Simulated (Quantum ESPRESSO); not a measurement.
```
! title: LaMnSi2: parallel and opposed starts
! method: PBEsol; plane waves with GBRV 1.5 PBEsol potentials, no spin-orbit coupling (and 1 further level or step)
! program: Quantum ESPRESSO 7.5
! settings of one run: GBRV 1.5 PBEsol, cutoff 544.23 eV, 6×6×6 k-mesh, 49 bands, fermi-dirac occupations, smearing width 0.1 eV, collinear spin, SCF threshold 1.60e-8, mesh matched on, starting moments 0 0 3.5 3.5 0 0 0 0 μB
! cost: 2 runs, 11 min in all on 4 MPI ranks of Arm Neoverse V2, shared host (the runs of this entry)
! notes: The run is spin-polarised, with a total moment of 3.40 μB a cell (absolute 4.05).
! lowest state found: ferromagnetic (from ferro ++)
! largest site moment: 1.70 μB
! next state with moments: antiferromagnetic, 74.7 meV a seeded atom higher
CELL_PARAMETERS angstrom
2.09550 -8.84000 0.00000
2.09550 8.84000 0.00000
0.00000 0.00000 4.07300
ATOMIC_POSITIONS crystal
La 0.89480 0.10520 0.25000
La 0.10520 0.89480 0.75000
Mn 0.25220 0.74780 0.25000
Mn 0.74780 0.25220 0.75000
Si 0.54500 0.45500 0.25000
Si 0.45500 0.54500 0.75000
Si 0.68400 0.31600 0.25000
Si 0.31600 0.68400 0.75000
```

[Logs and program files are shortened in this print: banners, set-up blocks, solver, clock and traceback lines can be left out without a mark of their own.]

[Logs are printed without paths, hosts, clocks, repeated set-up lines and the standing remarks that a program may print on its own settings, such as how far it seeks lower states.]

[Hosts, paths, dates, database ids (printed as entryN), source tags and the programs' standing remarks are cut or masked in the printed files.]

[Where a cell is said to come from a database of computed structures, the database is the Materials Project.]
